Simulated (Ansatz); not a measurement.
## How fast states decay through CaTiS3

Aim: relax a made-up compound, CaTiS3, and see how good a tunnel barrier it would be. It is built by putting S for O in the CaTiO3 structure of space group Imma, with the volume rescaled by atomic radii. The parent structure comes from the Materials Project.

Method: r2SCAN DFT, plane waves, PAW files, in the first sound run; inputs show where later runs differ, in Ansatz 0.2.0.

The structure was built from a prototype and need not be the compound's stable phase.

### 1. The starting structure

The structure is orthorhombic, space group Imma (No. 74). Conventional cell: a = 5.976 Å, b = 8.381 Å, c = 5.994 Å, α = 90.00°, β = 90.00°, γ = 90.00°. Nearest to Ca lie 11 S at 2.57 to 3.29 Å. Ti has 6 S at 2.15 Å nearest. Nearest to S lie 2 Ti at 2.15 Å and 4 Ca at 2.69 to 3.29 Å. Nearest to S lie 2 Ti at 2.15 Å and 3 Ca at 2.57 to 3.04 Å. It derives from CaTiO3. S for O in the CaTiO3 structure of space group Imma. Farther neighbours and most contacts between anions are not listed.

### 2. Relaxing the new crystal

The substituted atoms don't fit the parent's cell, so cell and atoms relax together. A small smearing keeps the run stable in case the gap closes on the way.

input.yaml

```yaml
crystal:
  lattice:
    - [-2.9879201538, 4.1907054996, 2.9968525014]
    - [2.9879201538, -4.1907054996, 2.9968525014]
    - [2.9879201538, 4.1907054996, -2.9968525014]
  atoms:
    - { symbol: Ca, position: [0.73842899, 0.98842899, 0.75] }
    - { symbol: Ca, position: [0.26157101, 0.01157101, 0.25] }
    - { symbol: Ti, position: [0.0, 0.5, 0.5] }
    - { symbol: Ti, position: [0.5, 0.5, 0.0] }
    - { symbol: S, position: [0.70483132, 0.5, 0.70483132] }
    - { symbol: S, position: [0.83343264, 0.58343264, 0.25] }
    - { symbol: S, position: [0.70483132, 0.0, 0.20483132] }
    - { symbol: S, position: [0.29516868, 0.5, 0.29516868] }
    - { symbol: S, position: [0.29516868, 0.0, 0.79516868] }
    - { symbol: S, position: [0.16656736, 0.41656736, 0.75] }
kpoints:
  mp_grid: { grid: [6, 6, 6] }
scf:
  occupations: { method: gaussian, width: 0.03 }
hamiltonian:
  xc: r2scan
output:
  forces: true
  stress: true
relax:
  f_tol: 0.02
  max_steps: 60
  cell: {}
```

Launch:

```console
ansatz run input.yaml --threads 2 --pin off --max-ram 4096MiB --backend cpu --events-out ev --progress --plain --runs-dir out
```

Numbers of over 12 decimals in the logs are rounded to 6 here.

The program printed:

```text
Engine: ansatz 0.2.0, x86_64-unknown-linux-gnu
Pseudopotentials: kind: paw
Pseudopotential: Ca, paw, valence charge 10, recommended cutoff 500 eV (meta_gga), Ca.paw.azcp
Pseudopotential: Ti, paw, valence charge 12, recommended cutoff 500 eV (meta_gga), Ti.paw.azcp
Pseudopotential: S, paw, valence charge 6, recommended cutoff 500 eV (meta_gga), S.paw.azcp
Functional definition: r2SCAN
  parameter k0 = 0.174
  parameter k1 = 0.065
  parameter a1 = 4.9479
  exchange = r2scan_x(k0 = k0, k1 = k1, a1 = a1)
  correlation = r2scan_c
Crystal: 10 atoms, lattice volume = 150.100 Å³
Basis set: ecut = 500 eV, 3799 PW (Γ), exchange–correlation on 180×180×180 points (64 copies of the dense FFT grid, shifted against one another)
Bands: 50, of which v1, the nominal top of the filled ones, is band 40 counted from 1 (39 counted from 0)
Symmetry: 8 space group operations
Space group: Imma (ITA 74), of the structure as read, at distance tolerance 5.3e-5 Å
k-points: 46 of 216
Non-local potential: Ca, projectors of the file, l = 0: 3, l = 1: 2, l = 2: 2
Non-local potential: Ti, projectors of the file, l = 0: 3, l = 1: 2, l = 2: 3, l = 3: 1
Non-local potential: S, projectors of the file, l = 0: 2, l = 1: 2, l = 2: 2
PAW form: soft (Blöchl's): semilocal exchange-correlation on the pseudo side does not see the compensation charge
PAW frozen core: Ca, regenerated for the run's functional (the file was generated under x = pbe(κ = 0.804, μ = 0.219515), c = pbe(β = 0.066725))
PAW frozen core: Ti, regenerated for the run's functional (the file was generated under x = pbe(κ = 0.804, μ = 0.219515), c = pbe(β = 0.066725))
PAW frozen core: S, regenerated for the run's functional (the file was generated under x = pbe(κ = 0.804, μ = 0.219515), c = pbe(β = 0.066725))
PAW one-centre angular grid: Ca, 302 points (default); XC on 160 Gauss nodes
PAW one-centre angular grid: Ti, 590 points (default); XC on 160 Gauss nodes
PAW one-centre angular grid: S, 302 points (default); XC on 160 Gauss nodes
Initial density: superposition of atomic densities (neutral atoms: chi_scale 0, normalization atom), corrected by the library's trained network
Initial wavefunctions: pseudopotential atomic-orbital guess
Functional: x = r2scan, c = r2scan; τ floored in thin density (d = 2e-4 eV/Å³)
SCF iter   1: F=—  HF=-14096.945234 eV  |F-HF|=—  |Δ(HF+E_count)|=         —  Δρ=1.37e-2  dr2=3.34e-1  dr2_τ=2.08e-1  ethr=1.77e-3  ⟨swp⟩=8.6  Hψ=11002  notcnv=0  defer=28
preconditioner: auto → Kerker (q_TF=auto, 2.457 Å⁻¹)  [metal: Δε(μ)=0.016 eV  Ē_g=12.297 eV  σ=0.030 eV  W_gap=0.28  n_scr=26 (ndim 8)  ℏωp=23.5 eV  f_vac=0.000  D(μ)=0.64/eV (n_scr^D=0)]
SCF iter   2: F=—  HF=-14097.325500 eV  |F-HF|=—  |Δ(HF+E_count)|=   3.80e-1  Δρ=4.40e-3  dr2=1.85e-2  dr2_τ=5.23e-3  ethr=4.18e-4  ⟨swp⟩=3.0  Hψ=4939  notcnv=0  defer=161
SCF iter   3: F=—  HF=-14097.330755 eV  |F-HF|=—  |Δ(HF+E_count)|=   5.25e-3  Δρ=2.54e-3  dr2=6.66e-3  dr2_τ=3.43e-4  ethr=2.32e-5  ⟨swp⟩=2.3  Hψ=3279  notcnv=0  defer=161
SCF iter   4: F=—  HF=-14097.332761 eV  |F-HF|=—  |Δ(HF+E_count)|=   2.01e-3  Δρ=3.90e-4  dr2=2.30e-4  dr2_τ=1.42e-5  ethr=8.32e-6  ⟨swp⟩=2.0  Hψ=3825  notcnv=0  defer=161
SCF iter   5: F=—  HF=-14097.332812 eV  |F-HF|=—  |Δ(HF+E_count)|=   5.12e-5  Δρ=8.98e-5  dr2=1.08e-5  dr2_τ=9.74e-7  ethr=2.88e-7  ⟨swp⟩=3.0  Hψ=3905  notcnv=0  defer=161
SCF iter   6: F=—  HF=-14097.332925 eV  |F-HF|=—  |Δ(HF+E_count)|=   1.12e-4  Δρ=2.34e-5  dr2=8.73e-7  dr2_τ=7.03e-8  ethr=1.35e-8  ⟨swp⟩=2.0  Hψ=3928  notcnv=0  defer=161
SCF iter   7: F=-14097.332925 eV  HF=-14097.332925 eV  |F-HF|=1.09e-9  |Δ(HF+E_count)|=   5.32e-7  Δρ=5.72e-6  dr2=5.36e-8  dr2_τ=2.30e-9  ethr=1.25e-10  ⟨swp⟩=5.0  Hψ=8129  notcnv=0
SCF 1 converged in 7 iterations: F = -14097.332925 eV  dr2 = 5.36e-8
  greatest PAW one-centre occupation: 1.003 electrons in one spin orbital (limit 2), on the Ti atom at site 3 (counted from 0), in its partial waves of l = 1
relax step   1: F+E_penalty+E_count = -14097.33292508 eV  Δ(F+E_penalty+E_count) = +0.000e0 eV  max|allowed force component| = 1.313e0 eV/Å  Δτ_max = 0.0000 Å  P = +50.776 GPa  Ω = 150.100 Å³  (7 SCF iters, dr2 threshold 1.00e-7 eV, accepted)
Crystal: 10 atoms, lattice volume = 170.771 Å³
Basis set: ecut = 500 eV, 4323 PW (Γ), exchange–correlation on 180×180×180 points (64 copies of the dense FFT grid, shifted against one another)
Initial density: handed on by an earlier stage of this run
Initial wavefunctions: those handed on with the density
iter 1 solved again at ethr=1.19e-3 eV; its pass at ethr=3.10e-3 eV (dr2=9.54e-1 eV) is discarded
SCF iter   1: F=—  HF=-14101.217932 eV  |F-HF|=—  |Δ(HF+E_count)|=         —  Δρ=1.73e-2  dr2=9.93e-1  dr2_τ=9.27e-1  ethr=1.19e-3  ⟨swp⟩=1.4  Hψ=11534  notcnv=0
preconditioner: auto → Resta (q_TF=auto, 2.404 Å⁻¹)  ε∞=6.4  [insulator: Δε(μ)=0.367 eV  Ē_g=8.500 eV  σ=0.030 eV  W_gap=1.00  n_scr=50 (ndim 8)  ℏωp=19.7 eV  f_vac=0.000  D(μ)=0.00/eV (n_scr^D=0)  ε∞_Penn≈6.4]
SCF iter   2: F=—  HF=-14102.151385 eV  |F-HF|=—  |Δ(HF+E_count)|=   9.33e-1  Δρ=1.09e-2  dr2=2.55e-1  dr2_τ=3.69e-2  ethr=1.19e-3  ⟨swp⟩=3.8  Hψ=5155  notcnv=0  defer=40
preconditioner: auto → Kerker (q_TF=auto, 2.404 Å⁻¹)  [metal: Δε(μ)=0.020 eV  Ē_g=8.195 eV  σ=0.030 eV  W_gap=0.35  n_scr=50 (ndim 8)  ℏωp=19.7 eV  f_vac=0.000  D(μ)=0.92/eV (n_scr^D=0)]
SCF iter   3: F=—  HF=-14102.117606 eV  |F-HF|=—  |Δ(HF+E_count)|=   3.38e-2  Δρ=3.74e-3  dr2=3.86e-2  dr2_τ=5.06e-4  ethr=3.19e-4  ⟨swp⟩=3.1  Hψ=3728  notcnv=0  defer=115
SCF iter   4: F=—  HF=-14102.110744 eV  |F-HF|=—  |Δ(HF+E_count)|=   6.86e-3  Δρ=1.70e-3  dr2=4.21e-3  dr2_τ=4.26e-4  ethr=4.83e-5  ⟨swp⟩=2.1  Hψ=3924  notcnv=0  defer=134
SCF iter   5: F=—  HF=-14102.110839 eV  |F-HF|=—  |Δ(HF+E_count)|=   9.46e-5  Δρ=7.57e-4  dr2=6.62e-4  dr2_τ=4.47e-5  ethr=5.27e-6  ⟨swp⟩=2.1  Hψ=3226  notcnv=0  defer=142
SCF iter   6: F=—  HF=-14102.111151 eV  |F-HF|=—  |Δ(HF+E_count)|=   3.12e-4  Δρ=1.09e-4  dr2=3.26e-5  dr2_τ=1.68e-6  ethr=8.28e-7  ⟨swp⟩=2.0  Hψ=3880  notcnv=0  defer=142
SCF iter   7: F=—  HF=-14102.111158 eV  |F-HF|=—  |Δ(HF+E_count)|=   7.70e-6  Δρ=3.79e-5  dr2=4.58e-6  dr2_τ=1.42e-7  ethr=4.08e-8  ⟨swp⟩=2.9  Hψ=4048  notcnv=0  defer=142
SCF iter   8: F=-14102.111158 eV  HF=-14102.111159 eV  |F-HF|=7.47e-8  |Δ(HF+E_count)|=   1.41e-7  Δρ=1.16e-5  dr2=3.77e-7  dr2_τ=1.81e-8  ethr=1.25e-9  ⟨swp⟩=4.0  Hψ=7553  notcnv=0
SCF 2 converged in 8 iterations: F = -14102.111158 eV  dr2 = 3.77e-7
  greatest PAW one-centre occupation: 1.001 electrons in one spin orbital (limit 2), on the Ti atom at site 3 (counted from 0), in its partial waves of l = 1
[...]
SCF 3 converged in 8 iterations: F = -14104.278610 eV  dr2 = 8.69e-8
  greatest PAW one-centre occupation: 1.000 electrons in one spin orbital (limit 2), on the Ti atom at site 3 (counted from 0), in its partial waves of l = 1
relax step   3: F+E_penalty+E_count = -14104.27860962 eV  Δ(F+E_penalty+E_count) = -2.167e0 eV  max|allowed force component| = 1.614e-1 eV/Å  Δτ_max = 0.0986 Å  P = +5.772 GPa  Ω = 193.186 Å³  energy of the carried Pulay correction = -9.617e-3 eV  (8 SCF iters, dr2 threshold 1.00e-6 eV, accepted)
[...]
relax step   4: F+E_penalty+E_count = -14104.03114151 eV  Δ(F+E_penalty+E_count) = +2.475e-1 eV  max|allowed force component| = 5.898e-1 eV/Å  Δτ_max = 0.1525 Å  P = -4.008 GPa  Ω = 218.662 Å³  energy of the carried Pulay correction = -1.426e-2 eV  (8 SCF iters, dr2 threshold 1.00e-6 eV, rejected (line search))
[...]
relax step   5: F+E_penalty+E_count = -14104.48184732 eV  Δ(F+E_penalty+E_count) = -2.032e-1 eV  max|allowed force component| = 2.518e-1 eV/Å  Δτ_max = 0.0464 Å  P = +0.166 GPa  Ω = 204.997 Å³  energy of the carried Pulay correction = -1.185e-2 eV  (11 SCF iters, accepted)
[...]
relax step   6: F+E_penalty+E_count = -14104.49046596 eV  Δ(F+E_penalty+E_count) = -8.619e-3 eV  max|allowed force component| = 4.259e-2 eV/Å  Δτ_max = 0.0404 Å  P = +0.026 GPa  Ω = 205.450 Å³  energy of the carried Pulay correction = -1.193e-2 eV  (6 SCF iters, dr2 threshold 1.00e-6 eV, accepted)
[...]
relax step   7: F+E_penalty+E_count = -14104.49510398 eV  Δ(F+E_penalty+E_count) = -4.638e-3 eV  max|allowed force component| = 1.921e-2 eV/Å  Δτ_max = 0.0221 Å  P = -0.068 GPa  Ω = 205.398 Å³  energy of the carried Pulay correction = -1.192e-2 eV  (7 SCF iters, dr2 threshold 7.42e-7 eV, accepted)
[...]
relax step   8: F+E_penalty+E_count = -14104.49537651 eV  Δ(F+E_penalty+E_count) = -2.725e-4 eV  max|allowed force component| = 3.251e-3 eV/Å  Δτ_max = 0.0062 Å  P = +0.007 GPa  Ω = 205.270 Å³  energy of the carried Pulay correction = -1.190e-2 eV  (7 SCF iters, dr2 threshold 4.22e-8 eV, accepted)
Basis set: ecut = 500 eV, 5121 PW (Γ), exchange–correlation on 200×200×200 points (64 copies of the dense FFT grid, shifted against one another)
Initial wavefunctions: pseudopotential atomic-orbital guess (no wavefunctions were taken with the density)
iter 1 solved again at ethr=6.86e-8 eV; its pass at ethr=3.10e-3 eV (dr2=5.49e-5 eV) is discarded
SCF iter   1: F=—  HF=-14104.507801 eV  |F-HF|=—  |Δ(HF+E_count)|=         —  Δρ=5.14e-4  dr2=4.86e-5  dr2_τ=2.96e-4  ethr=6.86e-8  ⟨swp⟩=3.0  Hψ=16891  notcnv=0
preconditioner: auto → Resta (q_TF=auto, 2.332 Å⁻¹)  ε∞=7.1  [insulator: Δε(μ)=0.401 eV  Ē_g=7.248 eV  σ=0.030 eV  W_gap=1.00  n_scr=58 (ndim 8)  ℏωp=18.0 eV  f_vac=0.001  D(μ)=0.00/eV (n_scr^D=0)  ε∞_Penn≈7.1]
SCF iter   2: F=—  HF=-14104.508191 eV  |F-HF|=—  |Δ(HF+E_count)|=   3.90e-4  Δρ=2.73e-4  dr2=1.95e-5  dr2_τ=3.10e-5  ethr=6.08e-8  ⟨swp⟩=2.2  Hψ=3945  notcnv=0
SCF iter   3: F=—  HF=-14104.508296 eV  |F-HF|=—  |Δ(HF+E_count)|=   1.05e-4  Δρ=1.10e-4  dr2=3.98e-5  dr2_τ=1.96e-6  ethr=2.43e-8  ⟨swp⟩=2.0  Hψ=3843  notcnv=0
SCF iter   4: F=—  HF=-14104.508287 eV  |F-HF|=—  |Δ(HF+E_count)|=   8.75e-6  Δρ=1.52e-5  dr2=2.27e-7  dr2_τ=7.29e-8  ethr=2.43e-8  ⟨swp⟩=2.7  Hψ=3872  notcnv=0
SCF iter   5: F=—  HF=-14104.508157 eV  |F-HF|=—  |Δ(HF+E_count)|=   1.31e-4  Δρ=2.00e-6  dr2=1.69e-8  dr2_τ=2.58e-9  ethr=2.84e-10  ⟨swp⟩=2.0  Hψ=4140  notcnv=0
SCF iter   6: F=—  HF=-14104.508157 eV  |F-HF|=—  |Δ(HF+E_count)|=   4.76e-9  Δρ=7.57e-7  dr2=1.98e-9  dr2_τ=9.01e-11  ethr=2.11e-11  ⟨swp⟩=2.5  Hψ=3229  notcnv=0
SCF iter   7: F=-14104.508157 eV  HF=-14104.508157 eV  |F-HF|=9.09e-12  |Δ(HF+E_count)|=  4.42e-10  Δρ=1.39e-7  dr2=4.13e-11  dr2_τ=4.07e-12  ethr=1.00e-12  ⟨swp⟩=3.1  Hψ=8941  notcnv=0
SCF 9 converged in 7 iterations: F = -14104.508157 eV  dr2 = 4.13e-11
  greatest PAW one-centre occupation: 0.999 electrons in one spin orbital (limit 2), on the Ti atom at site 3 (counted from 0), in its partial waves of l = 1
relax step   9: F+E_penalty+E_count = -14104.50815664 eV  Δ(F+E_penalty+E_count) = -1.278e-2 eV  max|allowed force component| = 3.279e-3 eV/Å  Δτ_max = 0.0000 Å  P = +0.004 GPa  Ω = 205.270 Å³  stress off target by 1.42e-2 GPa  SCF on the basis re-selected at this cell (its energy is not comparable with the rows above)  (7 SCF iters)
basis re-selected at this cell: Δ(F+E_penalty+E_count) = -1.278e-2 eV, ΔP = -0.003 GPa vs the last step (what re-selecting the basis moved, of the pressure what is left beyond the Pulay correction that the steps carried, after the strain that the cell walked since its last selection, with what the two solves' SCF thresholds leave and, on support functions, any second-order correction that the steps lacked; it is no measure of the basis error at this ecutwfc). The dense FFT grid was sized anew with the basis: this SCF ran on 50×50×50 points, the steps before it on 45×45×45, so part of this shift can come from that change (see relax.cell in the input reference). [rest of the remark cut]
SCF converged after 7 iterations
Free energy (F): -14104.508157 eV
Harris-Foulkes:  -14104.508157 eV  (|F-HF|=9.09e-12)
Internal energy: -14104.508157 eV  (E = F + TS)
E sigma→0 (E₀):  -14104.508157 eV
Fermi energy:    7.442690 eV
--- Per-component energies (eV) ---
  E_band       = -755.752739
  E_kinetic    = 1743.068752
  E_local      = -4402.178991  (includes V_loc(G=0)·N_el)
  E_nonlocal   = 304.127818
  E_hartree    = 1632.840887
  E_xc         = -1015.395823
  E_vxc        = -1227.327776  (∫ρ·V_xc dr)
  E_paw        = -7494.388772  (= ΣΔE_a)
  E_vpaw       = -507.211097  (= ΣTr[D̂ρ^β])
  E_aug_tail   = 0.000184  (compensation charges beyond the density's cutoff)
  E_vtau       = 68.086723  (kinetic-family band-sum trace: ∫τ·v_τ [+ j·A + Jᵃ·Aᵃ] dr)
  E_ewald      = -4870.975366
  E_core_change = -1.606845  (= ΣΔE_core)
  E_smearing   = -0.000000  (= −TS)
  E_closure    = -0.000000  (closes the sum)
  Σ components = -14104.508157   (vs F -14104.508157, Δ=0.00e0)
--- Forces (eV/Å), atoms counted from 1 ---
  atom   1  Ca     0.00000000     0.00000000     0.00327913
  atom   2  Ca    -0.00000000    -0.00000000    -0.00327913
  atom   3  Ti     0.00000000    -0.00000000     0.00000000
  atom   4  Ti    -0.00000000    -0.00000000     0.00000000
  atom   5  S      0.00000000     0.00165228     0.00000000
  atom   6  S     -0.00000000    -0.00000000    -0.00065412
  atom   7  S      0.00000000     0.00165228     0.00000000
  atom   8  S     -0.00000000    -0.00165228     0.00000000
  atom   9  S      0.00000000    -0.00165228     0.00000000
  atom  10  S      0.00000000     0.00000000     0.00065412
  max |Σ_I F_I| component: 2.17e-18 eV/Å
--- Stress (GPa, compression-positive) ---
        0.014181       0.000000       0.000000
        0.000000      -0.010754      -0.000000
        0.000000      -0.000000       0.008368
  P = ⅓ Tr σ = 0.0039 GPa (0.039 kbar)
--- Relaxed structure (8 steps of the walk, 7 accepted, 1 SCFs on fresh bases) ---
  F+E_penalty+E_count = -14104.50815664 eV   max|allowed force component| = 3.279e-3 eV/Å   (the final SCF, on the basis selected at the relaxed cell)
  cell:  # Å, volume = 205.2700 Å³
    - [-3.331676, 4.628487, 3.327850]
    - [3.331676, -4.628487, 3.327850]
    - [3.331676, 4.628487, -3.327850]
  atoms:
    - { symbol: Ca, position: [0.723258, 0.973258, 0.750000] }
    - { symbol: Ca, position: [0.276742, 0.026742, 0.250000] }
    - { symbol: Ti, position: [-6.004485902920965e-18, 0.5, 0.5] }
    - { symbol: Ti, position: [0.5, 0.5, -6.043755513557662e-18] }
    - { symbol: S, position: [0.690741, 0.5, 0.690741] }
    - { symbol: S, position: [0.859235, 0.609235, 0.25] }
    - { symbol: S, position: [0.690741, 0.0, 0.190741] }
    - { symbol: S, position: [0.309259, 0.5, 0.309259] }
    - { symbol: S, position: [0.309259, -5.551115123125783e-17, 0.809259] }
    - { symbol: S, position: [0.140765, 0.390765, 0.75] }
```

Elapsed: 3 min, on 2 threads of Intel Xeon Platinum 8259CL at 2.50GHz (Skylake/Cascade Lake), shared host; peak memory 1.3 GiB.

Relaxation path:

```tsv
step	energy less that of the first step (eV)	largest force component (eV/Å)	pressure (GPa)	volume (Å³)
1	0.0000	1.3128	50.78	150.10
2	-4.7782	0.8264	23.39	170.77
3	-6.9457	0.1614	5.77	193.19
4	-6.6982	0.5898	-4.01	218.66
5	-7.1489	0.2518	0.17	205.00
6	-7.1575	0.0426	0.03	205.45
7	-7.1622	0.0192	-0.07	205.40
8	-7.1625	0.0033	0.01	205.27
9*	-7.1752	0.0033	0.00	205.27
```

Relaxation steps marked * repeat the geometry before them on a plane-wave basis chosen anew for their cell, so energy and pressure can jump there. Relaxation step 4 was tried and not accepted.

The run keeps the 8 symmetry operations that it works with, so distortions that break them were not tested.

```tsv
conventional cell, symmetrised	before	after	change
a (Å)	5.976	6.663	+11.5 %
b (Å)	8.381	9.257	+10.4 %
c (Å)	5.994	6.656	+11.0 %
volume (Å³/atom)	15.01	20.53	+36.8 %
```

The atoms that moved most (Å, as changes of fractional coordinates times the final cell):

```tsv
atom	dx	dy	dz	length
S6	0.000	0.000	0.172	0.172
S10	0.000	0.000	-0.172	0.172
S9	0.000	0.130	0.000	0.130
S8	0.000	0.130	0.000	0.130
S5	0.000	-0.130	0.000	0.130
S7	0.000	-0.130	0.000	0.130
Ca2	0.000	0.000	0.101	0.101
Ca1	0.000	0.000	-0.101	0.101
```

This step gave:

| Item | Value |
| --- | --- |
| free energy | -14104.5082 eV |
| Fermi energy | 7.443 eV |
| pressure | 0.003932 GPa |

The largest force component on a free atom ends at 0.0033 eV/Å.

### 3. The bulk crystal and its band edges

The energy window and the wavevectors of the next steps follow from the band edges, so these are searched first, off the mesh as well.

input.yaml

```yaml
crystal:
  lattice:
    - [-3.3316761312, 4.628486812, 3.3278503444]
    - [3.3316761312, -4.628486812, 3.3278503444]
    - [3.3316761312, 4.628486812, -3.3278503444]
  atoms:
    - { symbol: Ca, position: [0.7232575928, 0.9732575928, 0.75] }
    - { symbol: Ca, position: [0.2767424072, 0.0267424072, 0.25] }
    - { symbol: Ti, position: [0.0, 0.5, 0.5] }
    - { symbol: Ti, position: [0.5, 0.5, 0.0] }
    - { symbol: S, position: [0.6907414825, 0.5, 0.6907414825] }
    - { symbol: S, position: [0.8592348781, 0.6092348781, 0.25] }
    - { symbol: S, position: [0.6907414825, 0.0, 0.1907414825] }
    - { symbol: S, position: [0.3092585175, 0.5, 0.3092585175] }
    - { symbol: S, position: [0.3092585175, 0.0, 0.8092585175] }
    - { symbol: S, position: [0.1407651219, 0.3907651219, 0.75] }
kpoints:
  mp_grid: { grid: [6, 6, 6] }
  band_path: { path: [VBM, CBM], npoints: 30 }
scf:
  occupations: { method: fixed }
hamiltonian:
  xc: r2scan
output:
  eigenvalues: true
  write_potential: true
  write_density: true
  volumetric_format: npy
```

The program printed:

```text
[...]
Crystal: 10 atoms, lattice volume = 205.270 Å³
Basis set: ecut = 500 eV, 5121 PW (Γ), exchange–correlation on 200×200×200 points (64 copies of the dense FFT grid, shifted against one another)
Bands: 50, of which v1, the nominal top of the filled ones, is band 40 counted from 1 (39 counted from 0)
Symmetry: 8 space group operations
[...]
k-points: 46 of 216
[...]
SCF iter   1: F=—  HF=-14104.434172 eV  |F-HF|=—  |Δ(HF+E_count)|=         —  Δρ=1.65e-2  dr2=8.90e-1  dr2_τ=8.74e-2  ethr=1.77e-3  ⟨swp⟩=5.0  Hψ=8428  notcnv=0  defer=307
[...]
SCF iter   9: F=-14104.508157 eV  HF=-14104.508157 eV  |F-HF|=2.87e-10  |Δ(HF+E_count)|=   9.16e-9  Δρ=5.57e-7  dr2=9.39e-10  dr2_τ=1.12e-10  ethr=1.25e-10  ⟨swp⟩=2.3  Hψ=4438  notcnv=0
SCF 1 converged in 9 iterations: F = -14104.508157 eV  dr2 = 9.39e-10
[...]
NSCF: frozen V_eff on 46 k-points
[...]
SCF converged after 9 iterations
Free energy (F): -14104.508157 eV
[...]
Internal energy: -14104.508157 eV  (E = F + TS)
E sigma→0 (E₀):  -14104.508157 eV
Fermi energy:    7.241906 eV
[...]
--- Band table (eV; the first three rows and the last of 46) ---
  k-point 0: bands = [... 36 lower, 6.6530, 6.6998, 7.1969, 7.2419, 7.6435, 7.7001, 8.0642, 8.4255, ... 6 higher]
  k-point 1: bands = [... 36 lower, 6.3843, 6.6943, 6.9202, 6.9721, 7.9712, 7.9821, 8.2207, 8.7068, ... 6 higher]
  k-point 2: bands = [... 36 lower, 6.1169, 6.4201, 6.7085, 6.7696, 8.3539, 8.4337, 8.5315, 8.9772, ... 6 higher]
  k-point 45: bands = [... 36 lower, 5.4041, 6.3095, 6.6697, 7.1469, 7.6680, 8.3972, 8.4395, 9.0212, ... 6 higher]
```

Run time: 62 s. Hardware: 2 threads; peak memory 1.2 GiB.

The column dr2 measures how far the density is from self-consistency, as an energy; F and HF (Harris–Foulkes) agree once it is small.

This step gave:

* Fermi energy: 7.242 eV
* gap on the k-mesh: 0.4016 eV
* gap on path: 0.4016 eV, by band count; negative where bands overlap
* direct gap on path: 0.4016 eV
* edge places on path: 0, 0 1/A along the path

Levels at VBM (eV): -5.35, -4.23, -4.12, -4.09, -4.05, -3.56, -3.54, -3.52, -3.51, -2.09, -1.36, -1.09, -0.92, -0.84, -0.59, -0.54, -0.04, 0.00, 0.40, 0.46, 0.82, 1.18, 1.63, 2.11, 2.37, 2.46, 3.84, 4.24.

The searched edges give 0.402 eV, as on the mesh.

[end of part 1 of 2]

[Logs are printed without paths, hosts, clocks, repeated set-up lines and the standing remarks that a program may print on its own settings, such as how far it seeks lower states.]

[Hosts, paths, dates, database ids (printed as entryN), source tags and the programs' standing remarks are cut or masked in the printed files.]
